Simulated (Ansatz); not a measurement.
# CsTl (hypothetical, Fd-3m): a volume series of phonon spectra, part 2 of 4

Wanted: mode Grüneisen parameters of CsTl (hypothetical) and a free-energy fit over volumes. The crystal structure is hypothetical: it was made by swapping elements on a known structure type.

Ansatz 0.2.0; DFT PBE, scalar-relativistic, plane waves, PAW.

So far. Step 2 (A first coarse run): The start is under -0.97 GPa at this level and looks like a metal on this mesh. Step 5 (Relaxing to small residual forces and stress): The residual pressure is 1.7e-4 GPa, small enough for phonons.

### Step 6. Lattice dynamics at this volume, V/V0 1

The same q-mesh and k-mesh are kept at every volume, so that much of their error can cancel in the differences.

input.yaml

```yaml
crystal:
  lattice:
    - [0.0, 4.4451737683, 4.4451737683]
    - [4.4451737683, 0.0, 4.4451737683]
    - [4.4451737683, 4.4451737683, 0.0]
  atoms:
    - { symbol: Cs, position: [0.75, 0.75, 0.75] }
    - { symbol: Cs, position: [0.5, 0.5, 0.5] }
    - { symbol: Tl, position: [0.0, 0.0, 0.0] }
    - { symbol: Tl, position: [0.25, 0.25, 0.25] }
kpoints:
  mp_grid: { grid: [8, 8, 8] }
hamiltonian:
  xc: pbe
scf:
  occupations: { method: methfessel_paxton, width: 0.2 }
output:
  eigenvalues: true
phonons:
  method: dfpt
  qmesh: [2, 2, 2]
  temperatures: { t_max: 1000, t_step: 50 }
  qpath:
    path:
      - [[0.0, 0.0, 0.0], [0.5, 0.0, 0.5], [0.625, 0.25, 0.625]]
      - [[0.375, 0.375, 0.75], [0.0, 0.0, 0.0], [0.5, 0.5, 0.5], [0.5, 0.25, 0.75], [0.5, 0.0, 0.5]]
    npoints: 10
```

Launch:

```console
$ ansatz run input.yaml --threads 4 --pin off --max-ram 16384MiB --backend cpu --events-out ev --progress --plain --runs-dir out
```

Numbers of over 12 decimals in the logs are rounded to 6 here.

What it wrote:

```text
Warning: phonons: the dynamical matrix that this run interpolates holds no multipole term above the dipole-dipole one, and a site of this crystal is no centre of inversion, so its interpolated transverse optical and acoustic branches and sound speeds can stay off near Gamma, and the density of states and the thermodynamics with them. What a run solves at a wave vector of phonons.qpoints, Gamma apart, where the deck admits one, is free of this, and under fd what a larger phonons.supercell samples
[...]
Crystal: 4 atoms, lattice volume = 175.669 Å³
Basis set: ecut = 420 eV, 3479 PW (Γ), exchange–correlation on 96×96×96 points (8 copies of the dense FFT grid, shifted against one another)
Bands: 27, of which v1, the nominal top of the filled ones, is band 22 counted from 1 (21 counted from 0)
Symmetry: 48 space group operations
k-points: 29 of 512
[...]
SCF iter   1: F=—  HF=-34229.879071 eV  |F-HF|=—  |Δ(HF+E_count)|=         —  Δρ=7.37e-4  dr2=8.60e-4  ethr=1.77e-3  ⟨swp⟩=9.0  Hψ=3624  notcnv=0
[...]
SCF iter  10: F=-34229.880847 eV  HF=-34229.880847 eV  |F-HF|=0.00e0  |Δ(HF+E_count)|=  1.46e-11  S|Δr|=    0.00e0  Δρ=1.42e-8  dr2=3.81e-13  ethr=1.00e-12  ⟨swp⟩=6.5  Hψ=3649  notcnv=0
SCF 1 converged in 10 iterations: F = -34229.880847 eV  dr2 = 3.81e-13
[...]
SCF iter   3: F=-34229.880847 eV  HF=-34229.880847 eV  |F-HF|=0.00e0  |Δ(HF+E_count)|=  7.28e-12  S|Δr|=    0.00e0  Δρ=3.44e-8  dr2=1.59e-12  ethr=1.00e-12  ⟨swp⟩=1.0  Hψ=1682  notcnv=0
SCF 2 converged in 3 iterations: F = -34229.880847 eV  dr2 = 1.59e-12
phonons: the bands overlap, so this run is a metal and interpolates without the dipole-dipole term. If the crystal is really an insulator or semiconductor, its LO-TO splitting is missing
NSCF: frozen V_eff on 29 k-points
WARN: eigensolver did not converge in 2 slots of this pass, the one above among them; of largest residual over every band (k=14): 1 band(s) unlocked (lowest unlocked band 26, counted from 0; max residual 1.09e-4 eV among the unlocked bands, 1.09e-4 eV over every band); of lowest unlocked band (k=8): band 26
[...]
DFPT response loops at q = (0, 0, 0) (fractional): preconditioner auto → Kerker (q_TF=auto, 2.166 Å⁻¹) (partly filled bands, converged f_vac=0.000); β = 1.00, the filter's whole step (`scf.mixing.beta` (0.50) is not read by the response loops under this deck's `scf.mixing.preconditioner`; to damp them name `kerker` or `kerker_dos`, under which they read `scf.mixing.beta`, and type it under 1.00, their step now; both keys bind the ground state too); Broyden in place of MSR1
[...]
SCF converged after 10 iterations
[...]
Free energy (F): -34229.880847 eV
[...]
Internal energy: -34229.886401 eV  (E = F + TS)
E sigma→0 (E₀):  -34229.882236 eV
Entropy (-TS):   0.005554 eV (1.388 meV/atom)
Fermi energy:    6.867570 eV
[...]
--- Band table (eV; the first three rows and the last of 29) ---
  k-point 0: bands = [... 18 lower, -0.0698, 2.4742, 6.9800, 6.9800, 6.9800, 8.3265, 8.3265, 8.3265, ... 1 higher]
  k-point 1: bands = [... 18 lower, 0.0384, 2.3568, 6.8461, 6.8461, 7.0541, 8.1153, 8.3665, 8.3665, ... 1 higher]
  k-point 2: bands = [... 18 lower, 0.3029, 2.0788, 6.6200, 6.6200, 6.7669, 8.4449, 8.4449, 8.7204, ... 1 higher]
  k-point 28: bands = [... 18 lower, 1.1505, 1.1505, 6.3518, 6.3518, 8.4187, 8.4187, 8.6238, 8.6238, ... 1 higher]
--- Phonons (Γ-DFPT): 2 representative perturbations + reference (Σ response iterations 6) ---
  ASR residual: 3.315e-5 → 0.000e0 eV/Å²; symmetrization residual: 4.583e-5 eV/Å²
  ASR residual per site (eV/Å²): 3.32e-5 3.32e-5 4.98e-6 4.98e-6
  Γ frequencies (cm⁻¹): 0.00 0.00 0.00 37.76 37.76 37.76 47.47 47.47 47.47 68.04 68.04 68.04
--- Phonons (arbitrary-q DFPT): 3 irreducible q on the 2×2×2 mesh ---
  q = [0.0000, 0.0000, 0.0000] (star 1, of the zone-centre solve; hermiticity 6.73e-5, symmetrization 2.38e-11): -0.00 -0.00 0.00 37.76 37.76 37.76 47.47 47.47 47.47 68.04 68.04 68.04
  q = [0.0000, 0.0000, -0.5000] (star 4, 2 solved perturbations on 150 of 512 k-point pairs; hermiticity 3.71e-5, symmetrization 2.69e-12): 17.64 17.64 29.41 30.36 30.36 40.89 46.94 52.96 52.96 66.81 68.44 68.44
  q = [0.0000, -0.5000, -0.5000] (star 3, 4 solved perturbations in 308 linear systems a pass and spin channel, the states on 95 of 512 k-point pairs; hermiticity 8.23e-5, symmetrization 6.06e-12): 9.31 9.31 26.44 26.44 39.53 39.53 44.68 44.68 55.12 55.12 73.66 73.66
  sum rule: each row above includes the acoustic sum rule's correction from the zone centre's row sums; it moved no ω² by more than (0.26 cm⁻¹)²
  mesh force constants: q→R imaginary residual 3.67e-17; ASR residual 3.315e-5 → 0.000e0 eV/Å²; symmetrization residual 1.110e-15 eV/Å²
  interpolated dispersion: 62 rows × 12 modes
  density of states and harmonic sums: on the 12×12×12 q-mesh, interpolated from the force constants of a 2×2×2 supercell (no non-analytic term)
  largest difference from the sums on the solved wave vectors: F 1.23e-1 eV, S 1.55e-4 and C_V 3.22e-5 eV/K
  zero-point energy: 0.031642 eV/cell   skipped modes (ω ≤ 0): 3   left out of the sums: 1.45e-4 of the cell's modes: C_V's classical limit lies that fraction below 3 k_B per atom; for a crystal, a wire or a layer, F and S can be off by more, and a phonons.interpolated_qmesh denser along its periods is the remedy for the sampling
```

Run time: 2.1 min. Hardware: 4 threads of Arm Neoverse V1, shared host; peak memory 2.2 GiB; 8.3 min of CPU time.

Numbers from this step:

```yaml
lowest_frequency_on_the_path: 0 cm⁻¹
zero_point_energy: 0.03164 eV/cell
point_group: m-3m
highest_frequency: 73.7 cm⁻¹
debye_temperature_from_the_second_moment: 87 K
```

No LO-TO term. The phonon branches at the labelled points (cm⁻¹):

```
    point  branch 1  branch 2  branch 3  branch 4  branch 9  branch 10  branch 11  branch 12
        Γ         0         0         0        38        48         68         68         68
  halfway         7         7        28        29        52         65         69         69
        X         9         9        26        26        55         55         74         74
  halfway        10        15        26        28        55         58         73         73
        U        12        23        25        30        56         62         72         72
jump to K        12        23        25        30        56         62         72         72
  halfway        11        14        26        31        54         66         68         69
        Γ         0         0         0        38        48         68         68         68
  halfway        10        10        24        32        54         66         68         68
        L        18        18        29        30        53         67         68         68
  halfway        16        20        28        30        55         65         70         71
        W        21        21        25        25        60         60         72         72
  halfway        15        15        27        27        58         58         73         73
        X         9         9        26        26        55         55         74         74
```

Tetrahedra on 12 12 12, mean over bins of 1 cm⁻¹. Table of phonon density of states by wavenumber; read off at these points:

```
wavenumber (cm⁻¹)  phonon density of states (1/cm⁻¹/cell)
              0.5                                  3.9e-4
              3.5                                  0.0131
              5.5                                  0.0251
              8.5                                  0.0501
             10.5                                   0.106
             13.5                                   0.207
             15.5                                   0.197
             18.5                                  0.0990
             20.5                                  0.0955
             23.5                                  0.0697
             25.5                                   0.309
             28.5                                   0.296
             29.5                                   0.326
             30.5                                   0.209
             33.5                                   0.199
             35.5                                   0.169
             38.5                                   0.361
             40.5                                   0.164
             43.5                                   0.115
             45.5                                   0.173
             47.5                                   0.326
             48.5                                   0.196
             50.5                                   0.156
             53.5                                   0.268
             55.5                                   0.173
             58.5                                  0.0264
             60.5                                  0.0450
             63.5                                   0.124
             65.5                                   0.335
             68.5                                   0.422
             70.5                                   0.401
             73.5                                  0.0487
```

Harmonic. Thermo, by row:

```
T (K)  F_vib (meV/atom)  S (J/mol-atom/K)  C_V (J/mol-atom/K)
    0              7.91                 0                   0
   50              1.87             24.91               21.67
  100             -15.6             40.91               24.04
  150            -39.52             50.77               24.53
  200            -67.75             57.86               24.71
  250            -99.21             63.38               24.79
  300            -133.3              67.9               24.84
  350            -169.5             71.73               24.86
  400            -207.5             75.06               24.88
  450            -247.2             77.99               24.89
  500            -288.3             80.61                24.9
  550            -330.7             82.98               24.91
  600            -374.3             85.15               24.91
  650            -418.9             87.15               24.92
  700            -464.6             88.99               24.92
  750            -511.1             90.71               24.92
  800            -558.6             92.32               24.93
  850            -606.8             93.83               24.93
  900            -655.8             95.26               24.93
  950            -705.5             96.61               24.93
 1000            -755.9             97.88               24.93
```

Phonopy on the run's constants, 11x11x11 mesh, Gaussian sigma 2.0 cm⁻¹. Modes against wavenumber; read off at these points; values in 1/cm⁻¹/cell:

```
wavenumber (cm⁻¹)       Cs       Tl
            -5.00   1.3e-5   1.7e-5
            -2.50   2.1e-4   3.0e-4
             0.00  0.00131  0.00184
             2.50  0.00455  0.00604
             5.00   0.0109   0.0133
             7.50   0.0241   0.0252
            10.00   0.0505   0.0460
            12.50   0.0843   0.0712
            14.10   0.0922   0.0766
            15.00   0.0886   0.0732
            17.50   0.0706   0.0587
            20.00   0.0516   0.0497
            22.50   0.0447   0.0674
            25.00   0.0587    0.134
            27.50   0.0672    0.196
            29.10   0.0606    0.206
            30.00   0.0537    0.199
            32.50   0.0371    0.165
            35.00   0.0350    0.165
            37.50   0.0373    0.210
            38.20   0.0375    0.215
            40.00   0.0360    0.190
            42.50   0.0412    0.106
            45.00   0.0718   0.0928
            47.50   0.0988    0.105
            50.00   0.0978    0.105
            52.50    0.111    0.102
            53.20    0.113   0.0957
            55.00    0.102   0.0637
            57.50   0.0585   0.0217
            60.00   0.0473   0.0107
            62.50   0.0891   0.0180
            65.00    0.152   0.0257
            67.50    0.227   0.0258
            70.00    0.293   0.0283
            72.50    0.201   0.0205
            75.00   0.0537  0.00584
            77.50  0.00456   5.2e-4
            80.00   1.1e-4   1.5e-5
            82.50        0        0
```

No LO-TO term. The modes at Γ (shares of kinetic energy by element, %):

```
mode  frequency (cm⁻¹)  symmetry  Cs %  Tl %
   1               0.0       T1u    39    61
   2               0.0       T1u    39    61
   3               0.0       T1u    39    61
   4              37.8       T2g    13    87
   5              37.8       T2g    13    87
   6              37.8       T2g    13    87
   7              47.5       T1u    61    39
   8              47.5       T1u    61    39
   9              47.5       T1u    61    39
  10              68.0       T2g    87    13
  11              68.0       T2g    87    13
  12              68.0       T2g    87    13
```

Displacements in mode 4 (37.8 cm⁻¹), the largest set to 1:
```
Cs1 -0.05  0.03 -0.48
Cs2  0.05 -0.03  0.48
Tl3 -0.10  0.06 -1.00
Tl4  0.10 -0.06  1.00
```

Displacements in mode 10 (68.0 cm⁻¹), the largest set to 1:
```
Cs1  0.00  1.00 -0.93
Cs2  0.00 -1.00  0.93
Tl3  0.00 -0.31  0.29
Tl4  0.00  0.31 -0.29
```

No mode is imaginary beyond numerical noise at the solved wavevectors.

### Step 7. Single point at a scaled cell, V/V0 1.015

Symmetry fixes every atom, so a single point at the scaled cell gives the energy and pressure of this member.

The cell differs from the one that the last finished run ended in (a 6.286 → 6.318 Å, b 6.286 → 6.318 Å, c 6.286 → 6.318 Å).

input.yaml, the sections that differ from step 6:

```yaml
crystal:
  lattice:
    - [0.0, 4.4672894247, 4.4672894247]
    - [4.4672894247, 0.0, 4.4672894247]
    - [4.4672894247, 4.4672894247, 0.0]
  atoms:
    - { symbol: Cs, position: [0.75, 0.75, 0.75] }
    - { symbol: Cs, position: [0.5, 0.5, 0.5] }
    - { symbol: Tl, position: [0.0, 0.0, 0.0] }
    - { symbol: Tl, position: [0.25, 0.25, 0.25] }
output:
  forces: true
  stress: true
  eigenvalues: true
# kpoints, hamiltonian, scf: as in step 6
# phonons: removed
```

What it wrote:

```text
[...]
Crystal: 4 atoms, lattice volume = 178.304 Å³
Basis set: ecut = 420 eV, 3479 PW (Γ), exchange–correlation on 90×90×90 points (8 copies of the dense FFT grid, shifted against one another)
Bands: 27, of which v1, the nominal top of the filled ones, is band 22 counted from 1 (21 counted from 0)
Symmetry: 48 space group operations
[...]
k-points: 29 of 512
[...]
SCF iter   1: F=—  HF=-34229.877911 eV  |F-HF|=—  |Δ(HF+E_count)|=         —  Δρ=7.32e-4  dr2=7.85e-4  ethr=1.77e-3  ⟨swp⟩=9.3  Hψ=3678  notcnv=0
[...]
SCF iter   6: F=-34229.879704 eV  HF=-34229.879704 eV  |F-HF|=1.68e-8  |Δ(HF+E_count)|=   1.11e-8  S|Δr|=    0.00e0  Δρ=4.99e-6  dr2=8.16e-8  ethr=2.27e-10  ⟨swp⟩=4.7  Hψ=3886  notcnv=0
SCF 1 converged in 6 iterations: F = -34229.879704 eV  dr2 = 8.16e-8
[...]
SCF converged after 6 iterations
[...]
Free energy (F): -34229.879704 eV
[...]
Internal energy: -34229.885616 eV  (E = F + TS)
E sigma→0 (E₀):  -34229.881182 eV
Entropy (-TS):   0.005912 eV (1.478 meV/atom)
Fermi energy:    6.732804 eV
[...]
--- Stress (GPa, compression-positive) ---
       -0.138238       0.000000      -0.000000
        0.000000      -0.138238      -0.000000
       -0.000000      -0.000000      -0.138238
  P = ⅓ Tr σ = -0.1382 GPa (-1.382 kbar)
--- Band table (eV; the first three rows and the last of 29) ---
  k-point 0: bands = [... 18 lower, -0.1736, 2.3069, 6.8557, 6.8557, 6.8557, 8.1700, 8.1700, 8.1700, ... 1 higher]
  k-point 1: bands = [... 18 lower, -0.0697, 2.1940, 6.7237, 6.7237, 6.9179, 7.9630, 8.2122, 8.2122, ... 1 higher]
  k-point 2: bands = [... 18 lower, 0.1858, 1.9251, 6.4997, 6.4997, 6.6215, 8.2959, 8.2959, 8.5627, ... 1 higher]
  k-point 28: bands = [... 18 lower, 1.0169, 1.0169, 6.2186, 6.2186, 8.2570, 8.2570, 8.4742, 8.4742, ... 1 higher]
```

The job ended after 2.6 s (4 threads; peak memory 0.55 GiB).

Numbers from this step:

```yaml
pressure: -0.1382 GPa
volume_per_atom: 44.58 Å³
```

The run ends at a pressure of -0.14 GPa.

### Step 8. Lattice dynamics at this volume, V/V0 1.015

The same q-mesh and k-mesh are kept at every volume, so that much of their error can cancel in the differences.

Edit input.yaml of step 7 so:

```diff
@@ -17,4 +17,11 @@
 output:
-  forces: true
-  stress: true
   eigenvalues: true
+phonons:
+  method: dfpt
+  qmesh: [2, 2, 2]
+  temperatures: { t_max: 1000, t_step: 50 }
+  qpath:
+    path:
+      - [[0.0, 0.0, 0.0], [0.5, 0.0, 0.5], [0.625, 0.25, 0.625]]
+      - [[0.375, 0.375, 0.75], [0.0, 0.0, 0.0], [0.5, 0.5, 0.5], [0.5, 0.25, 0.75], [0.5, 0.0, 0.5]]
+    npoints: 10
```

What it wrote:

```text
[...]
Crystal: 4 atoms, lattice volume = 178.304 Å³
Basis set: ecut = 420 eV, 3479 PW (Γ), exchange–correlation on 96×96×96 points (8 copies of the dense FFT grid, shifted against one another)
Bands: 27, of which v1, the nominal top of the filled ones, is band 22 counted from 1 (21 counted from 0)
Symmetry: 48 space group operations
k-points: 29 of 512
[...]
interpolated dispersion: 62 rows × 12 modes
[...]
zero-point energy: 0.030702 eV/cell   skipped modes (ω ≤ 0): 5, of them read as no rigid motion or as one in doubt: 2 (6.944e-3 modes/cell left out, lowest -1.51 cm⁻¹)   left out of the sums: 7.23e-4 of the cell's modes: C_V's classical limit lies that fraction below 3 k_B per atom; for a crystal, a wire or a layer, F and S can be off by more, and a phonons.interpolated_qmesh denser along its periods is the remedy for the sampling
[key lines of the parts left out:]
SCF converged after 10 iterations
Free energy (F): -34229.879704 eV
Fermi energy:    6.732736 eV
```

Run time: 2.2 min. Hardware: 4 threads; peak memory 2.2 GiB; 8.5 min of CPU time.

No mode is imaginary beyond numerical noise at the solved wavevectors. The highest zone-centre mode (no LO–TO term) moved by -2.2 % for a volume change of +1.5 %.

### Step 9. Single point at a scaled cell, V/V0 0.985

Symmetry fixes every atom, so a single point at the scaled cell gives the energy and pressure of this member.

The cell differs from the one that the last finished run ended in (a 6.318 → 6.255 Å, b 6.318 → 6.255 Å, c 6.318 → 6.255 Å).

input.yaml, the sections that differ from step 8:

```yaml
crystal:
  lattice:
    - [0.0, 4.4228358346, 4.4228358346]
    - [4.4228358346, 0.0, 4.4228358346]
    - [4.4228358346, 4.4228358346, 0.0]
  atoms:
    - { symbol: Cs, position: [0.75, 0.75, 0.75] }
    - { symbol: Cs, position: [0.5, 0.5, 0.5] }
    - { symbol: Tl, position: [0.0, 0.0, 0.0] }
    - { symbol: Tl, position: [0.25, 0.25, 0.25] }
output:
  forces: true
  stress: true
  eigenvalues: true
# kpoints, hamiltonian, scf: as in step 8
# phonons: removed
```

What it wrote:

```text
[...]
Crystal: 4 atoms, lattice volume = 173.034 Å³
Basis set: ecut = 420 eV, 3383 PW (Γ), exchange–correlation on 90×90×90 points (8 copies of the dense FFT grid, shifted against one another)
Bands: 27, of which v1, the nominal top of the filled ones, is band 22 counted from 1 (21 counted from 0)
Symmetry: 48 space group operations
[...]
k-points: 29 of 512
[...]
k-point 0: bands = [... 18 lower, 0.0373, 2.6470, 7.1082, 7.1082, 7.1082, 8.4881, 8.4881, 8.4881, ... 1 higher]
  k-point 1: bands = [... 18 lower, 0.1501, 2.5248, 6.9724, 6.9724, 7.1946, 8.2722, 8.5258, 8.5258, ... 1 higher]
  k-point 2: bands = [... 18 lower, 0.4241, 2.2372, 6.7439, 6.7439, 6.9172, 8.5985, 8.5985, 8.8826, ... 1 higher]
  k-point 28: bands = [... 18 lower, 1.2885, 1.2885, 6.4894, 6.4894, 8.5853, 8.5853, 8.7781, 8.7781, ... 1 higher]
[key lines of the parts left out:]
SCF converged after 6 iterations
Free energy (F): -34229.879620 eV
Fermi energy:    7.006693 eV
P = ⅓ Tr σ = 0.1516 GPa (1.516 kbar)
```

Wall time 2.1 s (4 threads); peak memory 0.54 GiB.

The run ends at a pressure of 0.15 GPa.

(Continued in part 3 of 4.)

[Logs are printed without paths, hosts, clocks, repeated set-up lines and the standing remarks that a program may print on its own settings, such as how far it seeks lower states.]

[Hosts, paths, dates, database ids (printed as entryN), source tags and the programs' standing remarks are cut or masked in the printed files.]

[A step with changed settings may run another functional than the one named; its input shows which.]


